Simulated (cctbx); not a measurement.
# Accept or mend?

Cell a = 18.7790 Å, b = 6.1800 Å, c = 12.5810 Å, α = 90.00°, β = 112.90°, γ = 90.00°; space group C2/m (no. 12). The compound is Rb2LaCu3Te5.

Simulated single-crystal data (cctbx): synchrotron X-rays, λ = 0.6889 Å, to d = 0.84 Å, 70 % of the full sphere, strongest reflection 20000 counts, noise from counting, a 2 % proportional error and a noise floor of 15 counts (s.d.); no absorption.

An isotropic refinement with weights 1/σ² prints:

```text
Rint 0.031, 1280 unique reflections to 0.84 A
cycle     R1     wR2    GooF  max shift (A)
   1  0.6310  0.8925  24.215   0.55686
   3  0.0174  0.0339   0.921   0.00000
final R1 0.0174 wR2 0.0339 GooF 0.921  parameters 28  data/parameter 45.7
atom        x        y        z      Ueq    occ   su(xyz)  su(Uiso or U11)
La1    0.79850  0.50000  0.18166   0.0065  1.000  0.00004  0.0001
Te1    0.86463  0.74047  0.42519   0.0073  1.000  0.00006  0.0001
Te2    0.54112  0.00000  0.85681   0.0076  1.000  0.00004  0.0001
Te3    0.88449  0.00000  0.85358   0.0067  1.000  0.00004  0.0001
Te4    0.77779  0.00000  0.09876   0.0064  1.000  0.00004  0.0001
Rb1    0.50306  0.50000  0.68687   0.0086  1.000  0.00006  0.0002
Rb2    0.82691  0.50000  0.66937   0.0082  1.000  0.00006  0.0002
Cu1    0.00000  0.23660  0.00000   0.0080  1.000  0.00016  0.0002
Cu2    0.85509  0.24979  0.00200   0.0079  1.000  0.00012  0.0001
difference map: max 1.37 min -1.59 rms 0.33
Q1    0.0583  0.5000  0.3405    4    1.42  2.21 A from Rb2
Q2    0.0403  0.5000  0.6302    4    1.39  2.62 A from Te1
Q3    0.0641  0.5000  0.5859    4    1.36  2.04 A from Te1
Q4    0.2440  0.0000  0.4156    4    1.34  2.67 A from Te1
Q5    0.1033  0.2093  0.1704    8    1.28  1.37 A from Te3
Q6    0.1328  0.5000  0.8556    4    1.27  1.53 A from La1
```

Q: Accept it or mend it, and why?

It can stand. The set-up had a fault (start far from the minimum), but the refinement still reached the right minimum: R1 = 0.0174, wR2 = 0.0339, GooF = 0.92 against R1 = 0.0174, wR2 = 0.0339, GooF = 0.92 for the right model.

The compound is Rb2LaCu3Te5. The right model at the same level gives:

```text
Rint 0.031, 1280 unique reflections to 0.84 A
cycle     R1     wR2    GooF  max shift (A)
   1  0.1939  0.3797  10.301   0.10938
   2  0.0174  0.0339   0.921   0.00000
final R1 0.0174 wR2 0.0339 GooF 0.921  parameters 28  data/parameter 45.7
atom        x        y        z      Ueq    occ   su(xyz)  su(Uiso or U11)
La1    0.79850  0.50000  0.18166   0.0065  1.000  0.00004  0.0001
Te1    0.86463  0.74047  0.42519   0.0073  1.000  0.00006  0.0001
Te2    0.54112  0.00000  0.85681   0.0076  1.000  0.00004  0.0001
Te3    0.88449  0.00000  0.85358   0.0067  1.000  0.00004  0.0001
Te4    0.77779  0.00000  0.09876   0.0064  1.000  0.00004  0.0001
Rb1    0.50306  0.50000  0.68687   0.0086  1.000  0.00006  0.0002
Rb2    0.82691  0.50000  0.66937   0.0082  1.000  0.00006  0.0002
Cu1    0.00000  0.23660  0.00000   0.0080  1.000  0.00016  0.0002
Cu2    0.85509  0.24979  0.00200   0.0079  1.000  0.00012  0.0001
difference map: max 1.37 min -1.59 rms 0.33
Q1    0.0583  0.5000  0.3405    4    1.42  2.21 A from Rb2
Q2    0.0403  0.5000  0.6302    4    1.39  2.62 A from Te1
Q3    0.0641  0.5000  0.5859    4    1.36  2.04 A from Te1
Q4    0.2440  0.0000  0.4156    4    1.34  2.67 A from Te1
Q5    0.1033  0.2093  0.1704    8    1.28  1.37 A from Te3
Q6    0.1328  0.5000  0.8556    4    1.27  1.53 A from La1
```

The model was made for the exercise: a known structure type with other elements put in, its volume estimated, not relaxed; displacement parameters are assumed.

[Middle refinement cycles are left out of these outputs.]

[Logs are printed without paths, hosts, clocks, repeated set-up lines and the standing remarks that a program may print on its own settings, such as how far it seeks lower states.]
